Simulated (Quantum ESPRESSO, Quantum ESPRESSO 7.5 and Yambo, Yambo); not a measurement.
**SnTe (Fm-3m): G0W0 with and without spin-orbit coupling**

Aim: spinor G0W0 for SnTe (Fm-3m) beside the scalar-relativistic result.

Program: Quantum ESPRESSO 7.5 and Yambo 5.3.0. Level of theory: PBE and many-body steps on it, plane waves. Results are calculated unless marked as measured.

The database entry behind the starting cell differs from later determinations by our own check (about 0.3 % short), so it need not match the best structure at ambient conditions.

## 1. The structure

It takes space group Fm-3m (No. 225, cubic). The conventional cell has a = 6.302 Å, b = 6.302 Å, c = 6.302 Å, α = 90.00°, β = 90.00°, γ = 90.00°. Nearest to Sn lie 6 Te at 3.15 Å. Nearest to Te lie 6 Sn at 3.15 Å. Farther neighbours and most contacts between anions are not listed.

The cell and positions come from the Crystallography Open Database and are kept as given unless a step says otherwise. Spin-orbit coupling is left out unless a step names it.

## 2. Empty states on the mesh, 4×4×4 mesh, 129 bands

This step: Quantum ESPRESSO 7.5; DFT, PBE, plane waves, norm-conserving pseudopotentials.

The sums over transitions need many empty states on a uniform mesh; this step solves for them.

Contents of pw.in:

```
&control
  calculation = 'nscf'
  prefix = 'x'
  outdir = 'o'
  pseudo_dir = 'pseudo'
/
&system
  ibrav = 0
  nat = 2
  ntyp = 2
  ecutwfc = 88.0
  nbnd = 129
  force_symmorphic = .true.
/
&electrons
  conv_thr = 1e-9
  electron_maxstep = 80
  diago_full_acc = .true.
  diago_thr_init = 5e-6
/
ATOMIC_SPECIES
  Sn 118.71 Sn.upf
  Te 127.6 Te.upf
CELL_PARAMETERS angstrom
  -0.0000000000 3.1508500000 3.1508500000
  3.1508500000 -0.0000000000 3.1508500000
  3.1508500000 3.1508500000 -0.0000000000
ATOMIC_POSITIONS crystal
  Sn 0.0000000000 0.0000000000 0.0000000000
  Te 0.5000000000 0.5000000000 0.5000000000
K_POINTS automatic
  4 4 4 0 0 0
```

Launch:

```sh
$ OMP_NUM_THREADS=1 mpirun -n 4 pw.x -nk 4 -in pw.in > pw.out
```

Output:

```text
Program PWSCF v.7.5 starts

     This program is part of the open-source Quantum ESPRESSO suite
     for quantum simulation of materials; please cite
         "P. Giannozzi et al., J. Phys.:Condens. Matter 21 395502 (2009);
         "P. Giannozzi et al., J. Phys.:Condens. Matter 29 465901 (2017);
         "P. Giannozzi et al., J. Chem. Phys. 152 154105 (2020);
     in publications or presentations arising from this work. More details at

     Atomic positions and unit cell read from directory:
     o/x.save/

     Message from routine setup:
[...]
-148.3226-118.5147 -98.3463 -98.3463 -98.3463 -74.2890 -74.2890 -74.2890
[...]
52.3590  52.6671  54.3267  54.3267  54.7919  54.9574  54.9574  55.9153
     [... 5 further rows ...]
    80.0655  80.6087  80.6087  80.9478  80.9478  81.2810  81.9029  82.2636
    82.2636

          k = 0.3536 0.0000 0.0000 (  5862 PWs)   bands (ev):

     [... further k-points ...]

     highest occupied, lowest unoccupied level (ev):    11.4833   11.5768

     XML data file, pseudopotentials, collected wavefunctions

=------------------------------------------------------------------------------=
   JOB DONE.
=------------------------------------------------------------------------------=
```

It took 20 s on 4 MPI ranks of Arm Neoverse V1, shared host; peak memory 0.49 GiB; 80 s of CPU time.

This step gave:

```
gap                                                           : 0.09347 eV
k of the valence top                                          : 0, 0, -0.5
k of the conduction bottom                                    : 0, 0, -0.5
least direct gap                                              : 0.09347 eV
k points computed                                             : 8
lowest point of the top converged band, above the valence top : 69.2892 eV
```

On this mesh the gap is 0.093 eV.

The density comes from a self-consistent run that is not shown.

## 3. Conversion and set-up

This step: Yambo 5.3.0; conversion and set-up on PBE, plane waves, norm-conserving pseudopotentials.

The states are converted to the many-body program's format and the q mesh is built.

Launch:

```sh
$ (cd o/x.save; p2y > p2y.log; mv SAVE ../..); yambo > setup.log
```

Output:

```text
 Yambo, version 5.3.0

 [02] CORE Variables Setup
 =========================

  [02.01] Unit cells
  ==================

  Cell kind             :  FCC
  Atoms in the cell     :  Sn  Te
  number of Sn atoms    :  1
  number of Te atoms    :  1

  List of atomic masses
  Mass of Sn    :  118.7100
  Mass of Te    :  127.6000

  List of atomic coordinates    : [cc]
  Sn1       :  0.000000  0.000000  0.000000  order 1
  Te1       :  5.954244  5.954244  5.954244  order 2

  Alat factors          :  5.954244  5.954244  5.954244 [a.u.]
  Direct lattice volume :  422.1918 [a.u.]
[...]
==========================================

 IBZ Q-points                                      :   8
 BZ  Q-points                                      :   64

 K/Q-points units:
 rlu = crystal or reduced units; cc = cartesian coordinates; iku = interal k-units

 Q [1]          [rlu]:  0.000000  0.000000  0.000000
 Q [2]          [rlu]:  0.78548E-18  0.78548E-18  0.25000
 Q [3]          [rlu]: -0.15710E-17 -0.15710E-17 -0.50000
[...]
Q [7]          [rlu]: -0.49919E-17 -0.50000     -0.50000
 Q [8]          [rlu]:  0.250000 -0.500000 -0.250000

  [03.01] X indexes
  =================

   [03.01.01] Sigma indexes
   ========================

 [06] Game Over & Game summary
```

Run time: 3.3 s. Hardware: 1 MPI rank; peak memory 0.26 GiB.

## 4. Scalar-relativistic

G0W0 replaces the xc potential by the self-energy, built once from these orbitals. Only a window of levels is corrected, while the sums run over the empty bands that the input names.

This step: G0W0 on PBE, plane waves, norm-conserving pseudopotentials.

Contents of gw1.in:

```
HF_and_locXC
gw0
dyson
ppa
em1d
rim_cut
RandQpts= 1000000
RandGvec= 1 RL
EXXRLvcs= 88 Ry
VXCRLvcs= 352 Ry
Chimod= "HARTREE"
% BndsRnXp
 1 | 129 |
%
NGsBlkXp= 11.5 Ry
% LongDrXp
 1 | 1 | 1 |
%
% GbndRnge
 1 | 129 |
%
DysSolver= "n"
ExtendOut
PPAPntXp= 27.21138 eV
% QPkrange
 3 | 3 | 22 | 25 |
 1 | 1 | 22 | 25 |
%
```

Launch:

```sh
$ OMP_NUM_THREADS=1 mpirun -n 4 yambo -F gw1.in -J gw1 -C gw1 > gw1.log
```

Output:

```text
 Yambo, version 5.3.0

 [02] CORE Variables Setup
 =========================

  [... cell, symmetries and grids as in the set-up ...]

  [02.05] Energies & Occupations
  ==============================

  [X] === General ===
  [X] Electronic Temperature                        :  0.000000  0.000000 [eV K]
  [X] Bosonic    Temperature                        :  0.000000  0.000000 [eV K]
  [X] Finite Temperature mode                       : no
  [X] El. density                                   :  0.73527E+24 [cm-3]
  [X] Fermi Level                                   :  11.48335 [eV]

  [X] === Gaps and Widths ===
  [X] Conduction Band Min                           :  0.093469 [eV]
  [X] Valence Band Max                              :  0.000000 [eV]
  [X] Filled Bands                                  :  23
  [X] Empty Bands                                   :   24  129
  [X] Direct Gap                                    :  0.093469 [eV]
  [X] Direct Gap localized at k                     :  3
  [X] Indirect Gap                                  :  0.093469 [eV]
  [X] Indirect Gap between kpts                     :  3  3
  [X] Last valence band width                       :  3.754438 [eV]
  [X] 1st conduction band width                     :  3.246796 [eV]

 [03] Transferred momenta grid and indexing
 ==========================================

 IBZ Q-points                                      :   8
 BZ  Q-points                                      :   64

 K/Q-points units:
 rlu = crystal or reduced units; cc = cartesian coordinates; iku = interal k-units

 Q [1]          [rlu]:  0.000000  0.000000  0.000000
 Q [2]          [rlu]:  0.78548E-18  0.78548E-18  0.25000
 Q [3]          [rlu]: -0.15710E-17 -0.15710E-17 -0.50000
 Q [4]          [rlu]:  0.24960E-17  0.25000      0.25000
 Q [5]          [rlu]:  0.87758E-16  0.25000      0.50000
 Q [6]          [rlu]: -0.15710E-17  0.25000     -0.25000
 Q [7]          [rlu]: -0.49919E-17 -0.50000     -0.50000
 Q [8]          [rlu]:  0.250000 -0.500000 -0.250000

 [04] Coloumb potential Random Integration (RIM)
 ===============================================

  [04.01] RIM initialization
  ==========================

  * Diagonal components only detected *

  8 x (sBL volume)        :  0.073441 [a.u.]
  sBZ random points       :  1000000
  Points outside the sBZ  :   7987327
  RL volume               :  0.587530 [a.u.]
  Integrated volume       :  0.588462 [a.u.]

  [04.02] RIM integrals
  =====================

  Gamma point sphere radius             :  0.075962 [a.u.]
  Points outside the sphere             :   799513
  [Int_sBZ(q=0) 1/q^2]*(Vol_sBZ)^(-1/3) =:  7.764325
                                 should be <:  7.795600

  Summary of Coulomb integrals for non-metallic bands |Q|[au] RIM/Bare

  Q [1] 0.100000E-4 0.995988 * Q [2] 0.228467 1.065884
  Q [4] 0.263811 1.064776 * Q [6] 0.373085 1.027759
  Q [5] 0.437481 1.020378 * Q [3] 0.456934 1.018308
  Q [7] 0.527622 1.014848 * Q [8] 0.589900 1.011804

 [05] Dipoles
 ============

  [05.01] Setup: observables and procedures
  =========================================

 [06] Dynamic Dielectric Matrix (PPA)
 ====================================

 [WR./gw1//ndb.pp]---------------------------------------------------------------
  Brillouin Zone Q/K grids (IBZ/BZ)                :    8   64    8   64
  RL vectors                                       :   7119 [WF]
  Coulomb cutoff potential                         : none
  Electronic Temperature                           :  0.000000 [K]
  Bosonic    Temperature                           :  0.000000 [K]
  PPA    diel. fun.  energies                      : Perdew, Burke & Ernzerhof(X)+Perdew, Burke & Ernzerhof(C)
  wavefunctions                                    : Perdew, Burke & Ernzerhof(X)+Perdew, Burke & Ernzerhof(C)
  Global Gauge                                     : length
  X matrix size                                    :   331
  X band range                                     :    1  129
  X e/h energy range                               : -1.000000 -1.000000 [eV]
  X Time ordering                                  : R
  X Hxc Kernel                                     : HARTREE
  X Drude frequency                                :  0.000000  0.000000
  X poles                                          :  100.0000 [o/o]
  RL vectors in the sum                            :   7119
  [r,Vnl] included                                 : yes
  Field direction                                  :  0.577350E-5  0.577350E-5  0.577350E-5
  BZ energy Double Grid                            : no
  BZ energy DbGd points                            : 0
  BZ Q point size factor                           : -1.000000
  X Optical Averaged directions                    : none

 [07] Local Exchange-Correlation + Non-Local Fock
 ================================================

 [VXC] Plane waves :   47183
 [EXS] Plane waves :   5985

 QP @ state[ 1 ] K range:  1  1
 QP @ state[ 1 ] b range:  22  25
 QP @ state[ 2 ] K range:  3  3
 QP @ state[ 2 ] b range:  22  25

 [xc] Functional : Perdew, Burke & Ernzerhof(X)+Perdew, Burke & Ernzerhof(C)
 [xc] LIBXC used to calculate xc functional
  PP Number of Atomic Species                      :  2
  NLCC RL compoments                               :   47183
  PP Number of Atomic Species                      :  2
  NLCC RL compoments                               :   47183

 [xc] E_xc :  -38.22813 [Ha]
      E_xc :  -76.45626 [Ry]

  Local XC kind (lXC) : Perdew, Burke & Ernzerhof(X)+Perdew, Burke & Ernzerhof(C)
  Non-Local XC kind (nlXC) : Hartree-Fock

  Corrections @ K [1] :  [eV]
 <22|nlXC|22> = -14.29187 -0.15000E-16 <22|lXC|22> = -12.44775  0.55457E-20
 <23|nlXC|23> = -14.29174 -0.21361E-16 <23|lXC|23> = -12.44775 -0.75401E-20
 <24|nlXC|24> = -7.136385 -0.41242E-18 <24|lXC|24> = -11.81318  0.70666E-16
 <25|nlXC|25> = -7.136099 -0.69027E-17 <25|lXC|25> = -11.81317  0.27079E-19

  Corrections @ K [3] :  [eV]
 <22|nlXC|22> = -14.32862  0.41714E-18 <22|lXC|22> = -12.65401  0.94411E-16
 <23|nlXC|23> = -9.801044 -0.41387E-17 <23|lXC|23> = -10.69261 -0.94383E-16
 <24|nlXC|24> = -10.79424  0.16387E-17 <24|lXC|24> = -13.05654  0.18292E-15
 <25|nlXC|25> = -7.843546  0.11426E-18 <25|lXC|25> = -10.89101  0.93960E-16

 [08] Dyson equation: Newton solver
 ==================================

  [08.01] G0W0 (W PPA)
  ====================

  [  GW  ] Bands range     :    1  129
  [GW/PPA] G damping       :  0.100000 [eV]

  QP @ state[ 1 ] K range:  1  1
  QP @ state[ 1 ] b range:  22  25
  QP @ state[ 2 ] K range:  3  3
  QP @ state[ 2 ] b range:  22  25

   Sc/G bands                                       :    1  129
   Sc/G damping                                     :  0.100000 ev
   Sc bands terminator                              : no
   Sx RL components                                 :   5985

   QP @ state[ 1 ] K range                          :  1  1
   QP @ state[ 1 ] b range                          :  22  25
   QP @ state[ 2 ] K range                          :  3  3
   QP @ state[ 2 ] b range                          :  22  25
   GF energies kind                                 : Perdew, Burke & Ernzerhof(X)+Perdew, Burke & Ernzerhof(C)
   GF WF`s kind                                     : Perdew, Burke & Ernzerhof(X)+Perdew, Burke & Ernzerhof(C)
   Xs energies kind                                 : Perdew, Burke & Ernzerhof(X)+Perdew, Burke & Ernzerhof(C)
   Xs WF`s kind                                     : Perdew, Burke & Ernzerhof(X)+Perdew, Burke & Ernzerhof(C)

 [11] Game Over & Game summary
```

Wall time 3.8 min (4 MPI ranks); peak memory 2.3 GiB.

Numbers from this step:

* G0W0 gap on the points computed: 0.1847 eV
* starting gap on the mesh: 0.09347 eV
* k of the valence top: 0, 0, -0.5
* k of the conduction bottom: 0, 0, -0.5
* least direct G0W0 gap on the computed points: 0.1847 eV
* Z at the valence top: 0.7918
* Z at the conduction bottom: 0.7859

The gap on the mesh goes from 0.09 eV to 0.18 eV, a correction of +0.09 eV.

## 5. Empty states on the mesh, 4×4×4 mesh, 258 bands

This step: Quantum ESPRESSO 7.5; DFT, PBE with spin-orbit coupling, plane waves, norm-conserving pseudopotentials.

pw.in, as its differences from that of step 2:

```diff
@@ -11,4 +11,6 @@
   ecutwfc = 88.0
-  nbnd = 129
+  nbnd = 258
   force_symmorphic = .true.
+  noncolin = .true.
+  lspinorb = .true.
 /
```

Launch:

```sh
$ OMP_NUM_THREADS=1 mpirun -n 4 pw.x -nk 4 -in pw.in > pw.out
```

Output:

```text
[banner, memory and clock lines left out]
Program PWSCF v.7.5 starts

     Atomic positions and unit cell read from directory:
     o/x.save/

     Message from routine setup:
     using ibrav=0 with symmetry is DISCOURAGED, use correct ibrav instead

     G-vector sticks info

     bravais-lattice index     =            0
     lattice parameter (alat)  =       8.4206  a.u.
     unit-cell volume          =     422.1918 (a.u.)^3
     number of atoms/cell      =            2
     number of atomic types    =            2
     number of electrons       =        46.00
[...]
[... 21 further rows ...]
[...]
84.9509  84.9509

          k =-0.3536-0.3536 0.3536 (  5900 PWs)   bands (ev):

  -148.1552-148.1552-118.3842-118.3842-104.9707-104.9707 -95.2621 -95.2621
[...]
27.8555  27.8555  28.4479  28.4479  28.7426  28.7426  30.3864  30.3864
     [... 21 further rows ...]
    81.9101  81.9101  82.2951  82.2951  83.3710  83.3710  83.3855  83.3855
    83.4572  83.4572

          k = 0.3536 0.0000 0.0000 (  5862 PWs)   bands (ev):

     [... further k-points ...]

     highest occupied, lowest unoccupied level (ev):    11.3645   11.6283

     XML data file, pseudopotentials, collected wavefunctions
```

Wall time 84 s (4 MPI ranks); peak memory 1.3 GiB; 5.6 min of CPU time.

This step gave:

```yaml
gap: 0.2638 eV
k_of_the_valence_top: 0, 0, -0.5
k_of_the_conduction_bottom: 0, 0, -0.5
least_direct_gap: 0.2638 eV
k_points_computed: 8
lowest_point_of_the_top_converged_band_above_the_valence_top: 69.9744 eV
```

On this mesh the gap is 0.264 eV.

The density comes from a self-consistent run that is not shown, made with spin-orbit coupling and fully relativistic files.

(Continued in part 2 of 2.)

[Paths, hosts, dates, memory and timing lines, banners, echoed tables and standing remarks are left out of the program output.]

[Logs are printed without paths, hosts, clocks, repeated set-up lines and the standing remarks that a program may print on its own settings, such as how far it seeks lower states.]

[Runs of the session that timed out or met a known fault of the program may be left out.]

[Hosts, paths, dates, database ids (printed as entryN), source tags and the programs' standing remarks are cut or masked in the printed files.]
